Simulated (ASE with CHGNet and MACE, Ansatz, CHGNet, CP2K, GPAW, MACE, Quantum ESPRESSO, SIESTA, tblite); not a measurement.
## Machine-learned potentials on random packing of 91Li3PO4-9P3N5 (mol %) (88 atoms): settings against a plane-wave reference

Aim: run random packing of 91Li3PO4-9P3N5 (mol %) (88 atoms) in machine-learned potentials and see how near its forces come to a plane-wave reference, and at what cost.

Program: ASE with CHGNet and MACE. Level of theory: the method is named at each step. Results are calculated unless marked as measured.

## (1) The starting structure

The cell holds 88 atoms: 30 Li, 13 P, 40 O and 5 N. Cell: a = 9.863 Å, b = 9.863 Å, c = 9.863 Å, α = 90.0°, β = 90.0°, γ = 90.0°. 88 atoms (30 Li, 13 P, 40 O, 5 N) packed at random in a cube at 2.29 g/cm³ and pushed apart as soft spheres, cations and anions kept from their own kind; a start for melting by ab initio MD, not an equilibrated structure. Then every atom was moved at random, 0.05 Å r.m.s. a Cartesian component.

The yardstick, on the same geometry:

| Quantity | Value |
| --- | --- |
| method | Kohn-Sham DFT, PBE, PAW, plane waves (Ansatz 0.2.0); cutoff 420 eV, Γ point, fermi-dirac smearing of 0.05 eV; PAW set soft_2 |
| r.m.s. force component | 1.469 eV/Å |
| longest force | 5.411 eV/Å |
| pressure | -3.45 GPa |
| SCF cycles | 15 |
| time | 7.5 s on 8 threads of Arm Neoverse V2, shared host |
| CPU time | 50 s |

## (2) CHGNet r2SCAN potential

Method: machine-learned interatomic potential CHGNet r2SCAN, trained on r2SCAN plane-wave data.

File run.py:

```python
import numpy as np
from ase.io import read
import mlip  # loads the published weights by name

atoms = read("structure.xyz")
atoms.calc = mlip.calc("chgnet-r2scan")
energy = atoms.get_potential_energy()
forces = atoms.get_forces()
print(f"energy {energy:.6f} eV")
print("forces (eV/A)")
for i, (a, f) in enumerate(zip(atoms, forces)):
    print(f"{i:4d} {a.symbol:2s} {f[0]:10.5f} {f[1]:10.5f} {f[2]:10.5f}")
stress = -atoms.get_stress(voigt=False) * 160.21766
print("stress (GPa, compression positive)")
for row in stress:
    print(" ".join(f"{x:10.4f}" for x in row))
```

File structure.xyz:

```xyz
88
Lattice="9.86300 0.00000 0.00000 0.00000 9.86300 0.00000 0.00000 0.00000 9.86300" Properties=species:S:1:pos:R:3 pbc="T T T"
Li 9.43317 6.78594 5.29781
Li 7.09958 8.94564 0.28267
Li 5.98674 6.51283 6.12502
Li 4.46350 8.24211 7.20522
Li 4.07608 7.62361 2.42561
Li 9.53387 3.51261 5.96435
Li 2.41466 6.65023 6.85094
Li 3.11276 3.80623 6.67459
Li 6.41845 2.26030 4.85230
Li 4.02943 1.79132 8.50200
Li 8.75913 4.72033 9.63822
Li 5.11890 4.51992 7.54312
Li 9.54216 6.45819 2.42156
Li 8.87848 7.34823 0.06155
Li 3.41447 4.59705 1.78698
Li 1.41159 4.58600 9.43169
Li 2.35085 8.26450 9.39766
Li 8.38937 8.99289 5.23390
Li 7.19180 0.76852 2.09658
Li 1.30369 2.15053 7.35957
Li 1.50440 5.51539 3.74370
Li 1.31927 8.21982 3.20311
Li 7.19289 0.42302 8.04959
Li 6.95253 3.26278 0.81537
Li 1.95347 2.06216 0.00996
Li 7.33344 4.60267 5.48955
Li 7.30503 7.39577 2.22884
Li 3.68847 4.08535 4.20637
Li 3.88987 9.61317 3.78216
Li 1.94242 8.88923 5.54419
P 0.66171 1.45312 4.64794
P 9.56760 0.35112 7.18312
P 7.30493 4.57752 2.95900
P 9.12840 2.04371 8.90639
P 5.04206 9.75096 1.46022
P 5.63789 0.39265 6.21172
P 6.82677 6.22296 8.68151
P 0.80433 0.36769 2.04085
P 8.95866 2.79537 2.35233
P 4.46735 5.82913 9.53229
P 3.79252 1.96708 2.35745
P 9.79741 9.43287 9.53249
P 0.45616 7.59875 7.98390
O 8.71652 8.26539 8.29054
O 5.83239 2.16158 7.45071
O 5.76877 0.53684 0.04419
O 3.36476 5.19376 7.69876
O 1.50352 7.12552 1.62365
O 7.25256 4.54112 7.42812
O 0.28701 8.30405 6.47131
O 2.66153 5.77567 9.65972
O 5.56046 0.41878 4.60977
O 8.37359 2.54100 3.94727
O 7.93735 0.33514 3.84746
O 1.49819 2.32402 2.18682
O 3.29651 0.57413 9.85432
[... 28 atom lines left out ...]
N 3.38567 1.53685 6.62419
N 0.16244 5.66906 7.52991
N 6.56126 8.68102 6.00972
N 5.39378 4.47494 1.23692
```

Run with:

```console
$ OMP_NUM_THREADS=1 python run.py > output.txt
```

Output:

```text
CHGNet vr2scan initialized with 412,525 parameters
CHGNet will run on cpu
energy -529.903015 eV
forces (eV/A)
   0 Li   -1.01467    0.08198    0.72168
   1 Li   -0.98122   -0.31991   -0.71409
   2 Li    0.96897    1.13901   -0.27009
   3 Li    0.40810    0.08452    0.97638
   4 Li    0.20476   -0.28035   -0.66700
   5 Li    0.22451    0.15373    0.40848
   6 Li    0.06544   -0.51019   -0.08685
   7 Li   -1.03754   -1.05102   -0.51077
   8 Li    1.57794   -1.02124   -0.08411
   9 Li    0.57083   -0.13552    0.32192
  10 Li   -0.02697   -0.33040   -1.01257
  11 Li    0.60541   -0.82968   -0.13953
  12 Li    0.31769   -0.18204   -0.27731
  13 Li   -0.00447   -0.34870    0.83824
  14 Li    0.25100    0.51823   -0.38945
  15 Li   -0.27459   -0.68960   -1.39077
  16 Li    0.86704    0.14905    1.26158
  17 Li   -0.39801    0.15836    0.03123
  18 Li   -0.01164   -0.14272    0.82764
  19 Li    0.91970    0.32655    0.08198
  20 Li    0.33424   -0.49478    0.70532
  21 Li    0.49633   -0.38102   -0.17202
  22 Li   -1.09342    0.61169    0.13316
  23 Li   -1.23344   -0.47083   -0.68121
[...]
80 O    -0.70400    0.29937    0.00739
  81 O     1.22251    1.05118   -4.69989
  82 O     0.05724   -1.73891   -1.35718
  83 N     2.59478   -1.06718    0.34630
  84 N     0.56344   -0.27069   -0.43508
  85 N     0.76619    4.18508    1.37676
  86 N    -0.93078    1.61475    0.99847
  87 N    -1.20218    1.32007   -0.45808
stress (GPa, compression positive)
   -7.0179    -1.3247    -0.8898
   -1.3247    -4.8313    -0.8087
   -0.8898    -0.8087    -4.7839
```

The job ended after 5.3 s (1 thread of Arm Neoverse V2, shared host; peak memory 1.6 GiB).

Banners, paths, timers and routine set-up lines are dropped from the logs unmarked, and long logs keep their key lines alone; longer cuts are marked.

Numbers from this run, and their distance from the reference:

```
r.m.s. force component                  : 1.794 eV/Å
r.m.s. difference of force components   : 640.9 meV/Å
longest difference of force vectors     : 3353 meV/Å
force difference over r.m.s. force      : 43.62 %
slope of forces against the reference's : 1.15
correlation of force components         : 0.942
pressure                                : -5.544 GPa
pressure difference                     : -2.094 GPa
```

Length of the force difference by element (eV/Å):

| element | atoms | mean | most |
| --- | --- | --- | --- |
| Li | 30 | 0.33 | 0.70 |
| N | 5 | 0.84 | 1.3 |
| O | 40 | 1.1 | 2.0 |
| P | 13 | 1.6 | 3.4 |

Local excerpt of 9 atoms (numbers count through the whole input) about O55, picked at random; x, y, z are measured from there.

| atom | x | y | z | distance (Å) | Fx | Fy | Fz (eV/Å) |
| --- | --- | --- | --- | --- | --- | --- | --- |
| O55 | 0.00 | 0.00 | 0.00 | 0.00 | 0.48 | -4.12 | -1.12 |
| P38 | -0.69 | -1.96 | -0.15 | 2.08 | -0.65 | 2.78 | -1.10 |
| Li25 | 0.46 | -0.26 | -2.18 | 2.24 | 0.28 | -0.28 | 0.39 |
| P41 | 2.29 | -0.36 | 0.17 | 2.33 | 7.41 | 2.71 | 0.68 |
| O60 | -1.53 | 1.69 | 0.83 | 2.42 | -0.26 | 1.01 | -3.14 |
| O58 | -1.90 | -0.62 | -1.41 | 2.45 | 0.64 | 0.88 | -2.27 |
| P39 | -2.40 | 0.47 | 0.17 | 2.45 | -0.49 | 3.86 | 7.18 |
| P31 | -0.84 | -0.87 | 2.46 | 2.74 | 4.92 | -1.25 | 0.43 |
| O63 | 0.28 | -1.94 | 1.92 | 2.74 | -1.83 | 1.10 | 0.58 |

Atoms are counted from 1 here, from 0 in the log.

Forces lie 44 % from the reference's, at 0.10 times its CPU time (on 1 against 8 cores).

## (3) MACE MP-0b2 small potential

Method: machine-learned interatomic potential MACE MP-0b2 small, trained on PBE(+U) plane-wave data.

Changes to run.py since step 2:

```diff
@@ -5,3 +5,3 @@
 atoms = read("structure.xyz")
-atoms.calc = mlip.calc("chgnet-r2scan")
+atoms.calc = mlip.calc("mace-mp-0b2-small")
 energy = atoms.get_potential_energy()
```

structure.xyz is that of step 2.

Output:

```text
energy -409.935263 eV
forces (eV/A)
   0 Li   -1.14889    0.21116    0.76985
   1 Li   -0.32073   -0.30794   -0.64418
   2 Li    0.44532    1.32331   -0.25495
   3 Li    0.23426   -0.08562    0.81829
   4 Li    0.51943   -0.43640   -0.80393
   5 Li    0.43544   -0.43434    0.20086
   6 Li    0.56463   -0.47889   -0.26771
   7 Li   -1.22285   -1.17983   -0.52263
   8 Li    1.05069   -0.79198   -0.23966
   9 Li    0.00462   -0.37830    0.17988
  10 Li    0.04249   -0.32503   -0.87317
  11 Li    0.91862   -0.77125    0.10196
  12 Li    0.41532   -0.09829   -0.37739
  13 Li   -0.11869   -0.77527    1.03981
  14 Li   -0.24937    0.76100   -0.41363
  15 Li    0.27543   -0.76405   -1.25327
  16 Li    0.75948    0.08331    1.40670
  17 Li   -0.50804    0.02775    0.09787
  18 Li   -0.12634    0.01646    0.80368
  19 Li    1.18700    0.65122    0.34075
  20 Li    0.38703   -0.86970    0.91073
  21 Li    0.67202   -0.71559   -0.16236
  22 Li   -0.38298    0.57504    0.00497
  23 Li   -1.00175   -0.33635   -0.74373
[...]
80 O     0.00588    0.09345    0.09115
  81 O     0.84331    1.02360   -4.30528
  82 O     0.04582   -1.70321   -0.53361
  83 N     2.12977   -1.56441    0.58940
  84 N     0.96938   -0.91057   -0.55495
  85 N     0.50127    4.37809    1.21805
  86 N    -0.15153    0.81073    0.62235
  87 N    -1.21237    2.38149   -0.58265
stress (GPa, compression positive)
   -0.9857    -0.5620    -1.4718
   -0.5620    -0.6622    -1.1820
   -1.4718    -1.1820    -2.1606
```

Run time: 7.3 s. Hardware: 1 thread; peak memory 0.67 GiB.

Against the reference:

* r.m.s. force component: 1.563 eV/Å
* r.m.s. difference of force components: 484.1 meV/Å
* longest difference of force vectors: 2810 meV/Å
* force difference over r.m.s. force: 32.95 %
* slope of forces against the reference's: 1.011
* correlation of force components: 0.9509
* pressure: -1.27 GPa
* pressure difference: 2.181 GPa

Against the first run (44 %), the force difference from the reference is 33 %, at 1.4 times the CPU time.

## (4) MACE MPA-0 medium potential

Method: machine-learned interatomic potential MACE MPA-0 medium, trained on PBE(+U) plane-wave data.

Changes to run.py since step 3:

```diff
@@ -5,3 +5,3 @@
 atoms = read("structure.xyz")
-atoms.calc = mlip.calc("mace-mp-0b2-small")
+atoms.calc = mlip.calc("mace-mpa-0-medium")
 energy = atoms.get_potential_energy()
```

structure.xyz is that of step 3.

Output:

```text
energy -399.573694 eV
forces (eV/A)
   0 Li   -1.00018    0.06193    0.68169
   1 Li   -0.83584   -0.42550   -0.70868
   2 Li    0.59766    1.15074   -0.86991
   3 Li    0.00197    0.11844    0.77300
   4 Li    0.66852   -0.72686   -0.41016
   5 Li    0.25454    0.20064    0.37841
   6 Li    0.54640   -0.75520   -0.17321
   7 Li   -1.43982   -1.14474   -0.49194
   8 Li    1.24065   -0.56053   -0.19130
   9 Li    0.83689   -0.22035    0.53345
  10 Li    0.04880   -0.25017   -1.35602
  11 Li    0.91759   -0.87871    0.00790
  12 Li    0.14916   -0.13442   -0.23816
  13 Li    0.36263   -0.85022    0.73290
  14 Li    0.43287    0.60453   -0.51271
  15 Li   -0.19647   -0.42855   -1.62834
  16 Li    0.62281    0.15583    1.46965
  17 Li   -0.75649    0.25721    0.01426
  18 Li    0.09673   -0.12718    0.81263
  19 Li    1.02074    0.75026    0.16568
  20 Li    0.34987   -0.64791    0.82711
  21 Li    0.47752   -0.46617   -0.15130
  22 Li   -0.87262    0.63506    0.29289
  23 Li   -1.40311   -0.24694   -0.66883
[...]
80 O    -0.51113   -0.21532    0.18554
  81 O     0.86953    0.92631   -3.49010
  82 O    -0.30483   -1.14136   -0.99021
  83 N     2.45362   -1.11005    0.59462
  84 N     0.91036   -0.85946   -0.73127
  85 N     0.86057    3.57589    1.51723
  86 N    -0.65808    1.12057    0.40389
  87 N    -1.31487    1.25479   -0.15870
stress (GPa, compression positive)
   -2.5119    -0.4141    -1.5504
   -0.4141    -2.5779    -1.8386
   -1.5504    -1.8386    -2.0311
```

It took 9.2 s on 1 thread; peak memory 1.2 GiB.

Numbers from this run, and their distance from the reference:

```
r.m.s. force component                  : 1.484 eV/Å
r.m.s. difference of force components   : 356.1 meV/Å
longest difference of force vectors     : 1568 meV/Å
force difference over r.m.s. force      : 24.24 %
slope of forces against the reference's : 0.9808
correlation of force components         : 0.971
pressure                                : -2.374 GPa
pressure difference                     : 1.077 GPa
```

Against the first run (44 %), the force difference from the reference is 24 %, at 1.8 times the CPU time.

## (5) The ladder

Differences are against the plane-wave reference, forces as r.m.s. over components; share is that over the reference's r.m.s. force, slope the least-squares factor from reference forces to these. Total energies of different programs have different zeros and aren't compared.

| run | Δ force, r.m.s. (meV/Å) | share (%) | slope | Δ pressure (GPa) | cores | CPU time | memory (GiB) |
| --- | --- | --- | --- | --- | --- | --- | --- |
| reference | - | - | - | - | 8 | 50 s | 1.2 |
| CHGNet r2SCAN potential | 641 | 43.6 | 1.150 | -2.09 | 1 | 5.1 s | 1.6 |
| MACE MP-0b2 small potential | 484 | 32.9 | 1.011 | 2.18 | 1 | 7.2 s | 0.67 |
| MACE MPA-0 medium potential | 356 | 24.2 | 0.981 | 1.08 | 1 | 9.2 s | 1.2 |

Times of the machine-learned potentials are mostly Python's start and the loading of weights.

CPU time is summed over cores on a shared host, where runs went side by side, so it is rough. Symmetry, cutoffs, thresholds, outputs and thread counts weren't matched or tuned between programs; memory under MPI is the largest rank's times the ranks.

A second geometry, displaced anew (every atom was moved at random, 0.06 Å r.m.s. a Cartesian component), gives an energy difference that all programs can be tested on. The reference puts it at -13.87 meV/atom.

| run | energy less the first geometry's (meV/atom) | error (meV/atom) | force share at the second geometry (%) |
| --- | --- | --- | --- |
| CHGNet r2SCAN potential | -17.84 | -3.97 | 47.2 |
| MACE MP-0b2 small potential | -11.26 | 2.61 | 32.6 |
| MACE MPA-0 medium potential | -12.26 | 1.61 | 25.0 |

## (6) Outcome

- nearest in forces: MACE MPA-0 medium potential, 24 %
- its CPU time: 9.2 s

What this shows: Machine-learned potentials differ by 24 % (MACE MPA-0 medium potential) to 44 % (CHGNet r2SCAN potential); they were trained on other programs' data, some at another functional. The energy difference between the two geometries, -13.9 meV/atom in the reference, is met best by MACE MPA-0 medium potential (+1.61) and worst by CHGNet r2SCAN potential (-3.97). Machine-learned potentials mimic data converged in k, so the reference's own k-point error enters their differences. The reference's pressure of -3.5 GPa belongs to a cell and atoms that aren't relaxed at this level. The electronic-structure runs sample only Γ, in a cell whose shortest periodic width is 10 Å, which is coarse for a cell with partly filled levels.

[Also dropped from logs without a mark: logging warnings of Python, and SIESTA's first energy breakdown and zero terms.]

[Logs are printed without paths, hosts, clocks, repeated set-up lines and the standing remarks that a program may print on its own settings, such as how far it seeks lower states.]

[Hosts, paths, dates, database ids (printed as entryN), source tags and the programs' standing remarks are cut or masked in the printed files.]
